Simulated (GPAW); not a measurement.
# A GW chain in GPAW: BaMg2Sb2 (P-3m1), part 2 of 2

How does a plane-wave GW calculation on BaMg2Sb2 (P-3m1) run from the first input to the gap?

GPAW 26.7.0; LDA and many-body steps on it, plane waves. Known limits of the many-body steps: not at the basis limit; no spin-orbit coupling; coarse k mesh.

So far. Step 2 (Ground state): The gap is indirect, with the least direct gap 0.64 eV higher. Step 3 (Empty states on the mesh, 3×3×2 mesh, 269 bands): On this mesh the gap is 1.039 eV. The earlier step found 0.784 eV, so this mesh misses an edge.

## Step 4: Screening and self-energy, 3×3×2 mesh, 120 bands, screening to 48 eV

G0W0 replaces the xc potential by the self-energy, built once from these orbitals. Only a window of levels is corrected, while the sums run over the empty bands that the input names.

This step: G0W0 on LDA, plane waves, PAW.

Contents of run.py:

```python
import json
import numpy as np
from gpaw.mpi import world
from gpaw.response.g0w0 import G0W0

gw = G0W0('full.gpw',
    filename='gw',
    kpts=[0, 2],
    bands=(28, 32),
    ecut=48,
    nbands=120,
    integrate_gamma='WS',
    ppa=True)
gw.calculate()
res = {mode: {k: v for k, v in r.items() if k != 'sigma_eskwn'}
       for mode, r in gw.all_results.items()}

if world.rank == 0:
    with open('result.json', 'w') as f:
        json.dump(res, f, default=lambda x: x.tolist())
```

On the command line:

```bash
mpirun -n 4 gpaw python run.py
```

Numbers of over 12 decimals in the logs are rounded to 6 here.

The log of the run:

```text
Using integrator: PointIntegrator
FrequencyGridDescriptor(from 0.000+0.000j to 0.000+27.211j eV, 2 points)
Nonperiodic BCs:  [False False False]
Using integrator: PointIntegrator
FrequencyGridDescriptor(from 0.000+0.000j to 0.000+27.211j eV, 2 points)
Nonperiodic BCs:  [False False False]
  ___  _ _ _
 |   || | | |
 | | || | | |
 |__ ||_____|
 |___|

BZ k-points: Symmetries present (total): 12

  [... matrices ...]
18 k-points: 3 x 3 x 2 Monkhorst-Pack grid + [0.000000,0.000000,1/4]
6 k-points in the irreducible part of the Brillouin zone
       k-points in crystal coordinates                weights
   0:     0.00000000    0.00000000    0.00000000          1/18
   1:     0.00000000    0.00000000    0.50000000          1/18
   2:     0.33333333    0.00000000    0.00000000          6/18
   3:     0.33333333    0.00000000    0.50000000          6/18
   4:     0.33333333    0.33333333    0.00000000          2/18
   5:     0.33333333    0.33333333    0.50000000          2/18

Distributing spins, k-points and bands (1 x 2 x 4) over 4 processes
Number of blocks: 1

Quasi particle states:
k-points (IBZ indices): [0, 2]
Band range: (28, 32)
  [... matrices ...]
Computational parameters:
Plane wave cut-off: 48 eV
Number of bands: 120
Coulomb cutoff: None
Broadening: 0.1 eV

fxc modes: GW
Kernel: RPA
Using Godby-Needs plasmon-pole approximation:
  Fitting energy: i*E0, E0 = 1.000 Hartree
Summing all q:

Calculating screened Coulomb potential
No Coulomb truncation
FrequencyGridDescriptor(from 0.000+0.000j to 0.000+27.211j eV, 2 points)
Removing empty qpoint cache files...

Calculating chi0 body with:
    Ground state adapter containing:
    Number of spins: 1
    Number of kpoints: 18
    Number of irreducible kpoints: 6
    Number of completely occupied states: 30
    Number of partially occupied states: 30
    Occupied states memory: 10.546875 M / cpu

    Linear response parametrization:
    q_c: [0.0, 0.0, 0.0]
    Number of frequency points: 2
    Planewave cutoff: 48.0
    Number of bands: 120
    Number of planewaves: 135
    Broadening (eta): 1e-06
    comm.size: 4
    kncomm.size: 4
    blockcomm.size: 1

    Memory estimate of potentially large arrays:
        chi0_wGG: 0.556183 M / cpu
Integrating chi0 body.

Symmetries of q_c:
    Direct symmetries (Uq -> q): 12
    Indirect symmetries (TUq -> q): 0
In total 12 allowed symmetries.

  [... matrices ...]
6 groups of equivalent kpoints. 66.666667% reduction.

Integral kind: response function
Integrating chi0 head and wings.

Symmetries of q_c:
    Direct symmetries (Uq -> q): 12
    Indirect symmetries (TUq -> q): 0
In total 12 allowed symmetries.

  [... matrices ...]
6 groups of equivalent kpoints. 66.666667% reduction.

Integral kind: response function wings

Calculating chi0 body with:
    Ground state adapter containing:
    Number of spins: 1
    Number of kpoints: 18
    Number of irreducible kpoints: 6
    Number of completely occupied states: 30
    Number of partially occupied states: 30
    Occupied states memory: 10.546875 M / cpu

[... the further q-points ...]

Results:
f:      Occupation numbers
eps:     KS-eigenvalues [eV]
vxc:     KS vxc [eV]
exx:     Exact exchange [eV]
sigma:   Self-energies [eV]
dsigma:  Self-energy derivatives
Z:       Renormalization factors
qp:      QP-energies [eV]

k-point 0 (0): (0.000, 0.000, 0.000)                GW
band       f     eps     vxc     exx   sigma  dsigma       Z      qp
                                                                   GW
  28   1.000   4.617 -12.707 -13.993   1.399  -0.273   0.786   4.706
  29   1.000   4.617 -12.707 -13.993   1.399  -0.273   0.786   4.706
  30   0.000   6.044 -11.039  -6.734  -3.361  -0.258   0.795   6.795
  31   0.000   6.093 -10.601  -6.523  -3.292  -0.266   0.790   6.713

k-point 1 (2): (0.333, 0.000, 0.000)                GW
band       f     eps     vxc     exx   sigma  dsigma       Z      qp
                                                                   GW
  28   1.000   3.607 -11.829 -13.170   1.370  -0.280   0.782   3.630
  29   1.000   3.772 -12.014 -13.483   1.471  -0.279   0.782   3.773
  30   0.000   5.656  -9.331  -5.388  -3.362  -0.260   0.794   6.117
  31   0.000   7.175 -10.445  -5.979  -3.628  -0.266   0.790   7.837
```

Run time: 44 s. Hardware: 4 MPI ranks of Arm Neoverse N1, shared host; peak memory 1.7 GiB; 2.9 min of CPU time.

Numbers from this step:

| Quantity | Value |
| --- | --- |
| G0W0 gap on the points computed | 1.412 eV |
| least direct G0W0 gap on the computed points | 2.007 eV |
| Z at the valence top | 0.7856 |
| Z at the conduction bottom | 0.7935 |
| starting gap on the mesh | 1.039 eV |
| k of the valence top | 0, 0, 0 |
| k of the conduction bottom | 0.3333, 0, 0 |

The gap on the mesh goes from 1.04 eV to 1.41 eV, a correction of +0.37 eV. The start differs from the 0.78 eV found before because the two sample other k points.

Limits: finite bands, cutoff and mesh; no spin-orbit coupling; coarse k mesh. v1 is the top filled band, c1 the lowest empty one. Levels before and after the correction, in eV, zero at the valence-band top of each column:

|  | conduction bottom | valence top |
| --- | --- | --- |
| Kohn-Sham | 1.04 | 0.00 |
| G0W0 | 1.41 | 0.00 |

|  | level | energy (eV) |
| --- | --- | --- |
| Kohn-Sham | Γ v2-v1 | 0.000 |
| Kohn-Sham | Γ c1 | 1.427 |
| Kohn-Sham | Γ c2 | 1.476 |
| Kohn-Sham | (0.333 0 0) v2 | -1.010 |
| Kohn-Sham | (0.333 0 0) v1 | -0.845 |
| Kohn-Sham | (0.333 0 0) c1 | 1.039 |
| Kohn-Sham | (0.333 0 0) c2 | 2.558 |
| G0W0 | Γ v2-v1 | 0.000 |
| G0W0 | Γ c1 | 2.089 |
| G0W0 | Γ c2 | 2.007 |
| G0W0 | (0.333 0 0) v2 | -1.076 |
| G0W0 | (0.333 0 0) v1 | -0.932 |
| G0W0 | (0.333 0 0) c1 | 1.412 |
| G0W0 | (0.333 0 0) c2 | 3.131 |

## Step 5: Where the time went

Times are wall times on 4 MPI ranks of Arm Neoverse N1, shared host, good to a factor of about two.

| step | time | share | memory (GiB) |
| --- | --- | --- | --- |
| ground state | 95 s | 32 % | 0.84 |
| empty states on the mesh | 2.6 min | 53 % | 4.1 |
| screening and self-energy | 44 s | 15 % | 1.7 |

## Step 6: Outcome

```
LDA gap                              : 0.78 eV, indirect
G0W0 gap on the mesh                 : 1.41 eV
G0W0 gap over the zone (rigid shift) : 1.16 eV
GW settings                          : 3×3×2 mesh, 120 bands, screening to 48 eV, Godby-Needs plasmon pole
known limits                         : not at the basis limit; no spin-orbit coupling; coarse k mesh
```

**Reading.** G0W0 moves the gap on the mesh from 1.04 eV to 1.41 eV (+0.37 eV), with Z of 0.79 and 0.79 at the edges. The mesh misses the band edges by 0.26 eV in all; a rigid shift gives 1.16 eV for the zone. Only 2 of the mesh's irreducible points were corrected, so a valley elsewhere could overtake. The dearest step here is «empty states on the mesh». Bands and cutoff are finite, so the gap is not at the basis limit. The miss can reach some tenths of an eV and take either sign; the mesh is an error of its own. These stock PAW sets were not made for GW. In the G0W0 run levels were corrected at 2 k points alone, so a gap called «on the mesh» is the least over those, and an edge elsewhere would be missed. A denser mesh or path gives a starting gap of 0.78 eV: the GW mesh misses a band edge, so its gaps are not the fundamental one. The 3×3×2 mesh is coarse for this cell, which bears on the long-range parts of exchange and screening. The many-body steps are scalar-relativistic: spin-orbit coupling is not in them.

[Paths, hosts, dates, memory and timing lines, banners, echoed tables and standing remarks are left out of the program output.]

[Logs are printed without paths, hosts, clocks, repeated set-up lines and the standing remarks that a program may print on its own settings, such as how far it seeks lower states.]

[Runs of the session that timed out or met a known fault of the program may be left out.]

[Hosts, paths, dates, database ids (printed as entryN), source tags and the programs' standing remarks are cut or masked in the printed files.]
